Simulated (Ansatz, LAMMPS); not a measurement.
# Which site? a vacancy of O in glassy 84SiO2-16BaO (mol %) (71 atoms): runs compared

Aim: make a vacancy of O at several sites of glassy 84SiO2-16BaO (mol %) (71 atoms), relax each, and compare their energies.

Computed with Ansatz 0.2.0: Kohn-Sham DFT, LDA, PAW (set soft_1), plane waves.

**1. The cell as built**

The cell holds 71 atoms: 21 Si, 4 Ba and 46 O. Its edges and angles: a = 10.441 Å, b = 10.441 Å, c = 10.441 Å, α = 90.0°, β = 90.0°, γ = 90.0°. 71 atoms (21 Si, 4 Ba, 46 O) placed at random at 2.83 g/cm³, melted at 4000 K for 10 ps at fixed volume with the Morse and Coulomb pair potential with partial charges (Pedone, Malavasi, Menziani, Cormack and Segre, J. Phys. Chem. B 110, 11780 (2006)). Quenched from 4000 K to 300 K at 200 K/ps and fixed volume, held 10 ps at zero pressure, then minimised at fixed cell.

Limits known from the start: The quench rate of 200 K/ps is orders of magnitude faster than experiment, which tends to freeze in extra defects. The network of bonds at the start is that of the classical potential that made the cell, and needn't be the one that DFT or experiment would give. The Brillouin zone is sampled at Γ only, in a cell whose shortest periodic width is 10 Å. No spin–orbit coupling is included, so levels derived from the heavy atoms are approximate.

**2. The reference run**

The reference is a single point at the end of the relaxation.

Every defect cell starts from the geometry of this run and is relaxed in the fixed cell.

Its input, with most atom lines left out:

```yaml
crystal:
  lattice:
    - [10.44078, 0.0, 0.0]
    - [0.0, 10.44078, 0.0]
    - [0.0, 0.0, 10.44078]
  atoms:
    - { symbol: Si, position: [0.31656, 0.42766, 0.09809] }
    - { symbol: Si, position: [0.21037, 0.88167, 0.87823] }
    - { symbol: Si, position: [0.96691, 0.52609, 0.57992] }
    - { symbol: Si, position: [0.04916, 0.13109, 0.24894] }
    - { symbol: Si, position: [0.33103, 0.18186, 0.22937] }
    - { symbol: Si, position: [0.91682, 0.66655, 0.12732] }
    - { symbol: Si, position: [0.30535, 0.8409, 0.41931] }
    [... atom lines 8 to 71 left out ...]
kpoints:
  mp_grid: { grid: [1, 1, 1] }
hamiltonian:
  xc: lda
  pseudopotentials: { kind: paw, azcp: { folder: soft_1 }, xc_functional: pbe }
scf:
  occupations: { method: fixed }
output:
  forces: true
  stress: true
  populations: true
  dos:
    method: { smearing: { sigma: 0.08 } }
    de: 0.1
    projected: { site_lists: { Ba: [Ba], O: [O], Si: [Si] } }
  eigenvalues: true
  write_density: true
  write_potential: true
  volumetric_format: npy
  elf: true
```

- free energy per atom: -866.5812 eV/atom
- r.m.s. force component: 0.01352 eV/Å
- pressure: -2.519 GPa

Filled and empty levels are parted by 3.74 eV (at Γ alone); a local or semilocal functional tends to put such gaps too low. In a disordered cell it changes from sample to sample, and tail or defect levels can set it.

**3. The runs**

Each row is one run, on 4 threads of Arm Neoverse V1, shared host. The free energy is the program's total, comparable only between runs with the same functional, potentials and atoms.

| run | atoms | outcome | ionic steps, all passes | free energy (eV) | time | host memory (GiB) |
| --- | --- | --- | --- | --- | --- | --- |
| Single point at the start | 71 | converged | - | -61522.907 | 9 s | 1.0 |
| Relaxation | 71 | converged | 14 | -61527.264 | 70 s | 1.0 |
| Single point at the relaxed geometry | 71 | converged | - | -61527.264 | 15 s | 1.1 |
| Vacancy of O, site O45 | 70 | converged | 12 | -60969.067 | 3.4 min | 1.8 |
| Vacancy of O, site O29 | 70 | converged | 12 | -60969.189 | 3.5 min | 1.8 |
| Vacancy of O, site O71 | 70 | converged | 11 | -60968.384 | 3.1 min | 1.8 |
| Vacancy of O, site O63 | 70 | converged | 14 | -60969.434 | 3.9 min | 1.9 |
| Vacancy of O, site O28 | 70 | converged | 11 | -60968.674 | 3 min | 1.8 |
| Vacancy of O, site O36 | 70 | converged | 17 | -60969.976 | 4.6 min | 1.9 |

In some runs the program notes that starting moments were not kept.

The surroundings of site O36, the cheapest one, after relaxation: 10 atoms, nearest first, with positions taken from that point. Atoms keep their numbers of the cell before the removal, where the removed atom was number 36.

| atom | x | y | z | distance (Å) | bonds |
| --- | --- | --- | --- | --- | --- |
| Si11 | -0.85 | -0.04 | 0.78 | 1.16 | 4 |
| Si15 | -0.14 | -0.06 | -1.42 | 1.43 | 4 |
| O40 | 0.40 | 0.11 | 1.74 | 1.78 | 2 |
| O32 | 0.68 | 1.32 | -1.69 | 2.25 | 2 |
| O70 | 0.86 | -1.27 | -1.86 | 2.41 | 3 |
| O35 | -1.72 | -1.40 | 0.95 | 2.42 | 2 |
| O43 | -1.92 | 1.20 | 0.99 | 2.47 | 2 |
| O66 | -1.30 | -0.03 | -2.63 | 2.94 | 3 |
| Si21 | 1.00 | 2.82 | -1.16 | 3.20 | 4 |
| O65 | 1.35 | 3.01 | 0.37 | 3.32 | 3 |

The column of bonds counts only the pairs O-Si within 2.12 Å, O-Ba within 3.29 Å, Si-Si within 2.51 Å; other neighbours, such as metal atoms beside each other in a compound, aren't counted, and periodic images can show an atom twice.

**4. The sites compared**

All these cells hold the same atoms, so their energies can be compared with no chemical potential.

| site | neighbours | mean distance (Å) | atoms within 6 Å | energy over the best site (eV) | before relaxation (eV) | gain on relaxing (eV) |
| --- | --- | --- | --- | --- | --- | --- |
| O36 | Si2 | 1.61 | 54 | 0.00 | 0.58 | 1.66 |
| O63 | Si2 | 1.61 | 62 | 0.54 | 0.68 | 1.22 |
| O29 | Ba2Si | 2.44 | 53 | 0.79 | 0.00 | 0.30 |
| O45 | Si2 | 1.67 | 56 | 0.91 | 0.34 | 0.52 |
| O28 | BaSi2 | 2.07 | 58 | 1.30 | 0.82 | 0.61 |
| O71 | Si2 | 1.63 | 60 | 1.59 | 0.84 | 0.33 |

Neighbours are those of the relaxed host within 2.12 Å (O-Si), 3.29 Å (O-Ba); other pairs aren't counted.

**5. Findings**

The cheapest site is O36 (2 neighbours, Si2); the dearest, O71 (2 neighbours, Si2), costs 1.6 eV more. By coordination the energies over the best site are 0.00 to 1.59 eV with 2 neighbours and 0.79 to 1.30 eV with 3 neighbours. Relaxation changes the order: the best site before relaxing was O29.

Caveats: Defects are neutral and interact with their images. The reference ran with fixed occupations, but 6 of the 6 defect cells with fermi-dirac smearing of 0.025 eV, spin polarised. In a disordered cell the relaxation can also rearrange atoms far from the site. In the spin-polarised runs the search for a state of lower energy was switched off. Only 6 of the 46 O sites were tried; unless symmetry makes the others alike to these, a cheaper one may exist. The pressure of -2.5 GPa says that the cell would shrink at this level of theory.

The DFT runs together took 23 min of wall time.

[Logs are printed without paths, hosts, clocks, repeated set-up lines and the standing remarks that a program may print on its own settings, such as how far it seeks lower states.]

[Hosts, paths, dates, database ids (printed as entryN), source tags and the programs' standing remarks are cut or masked in the printed files.]
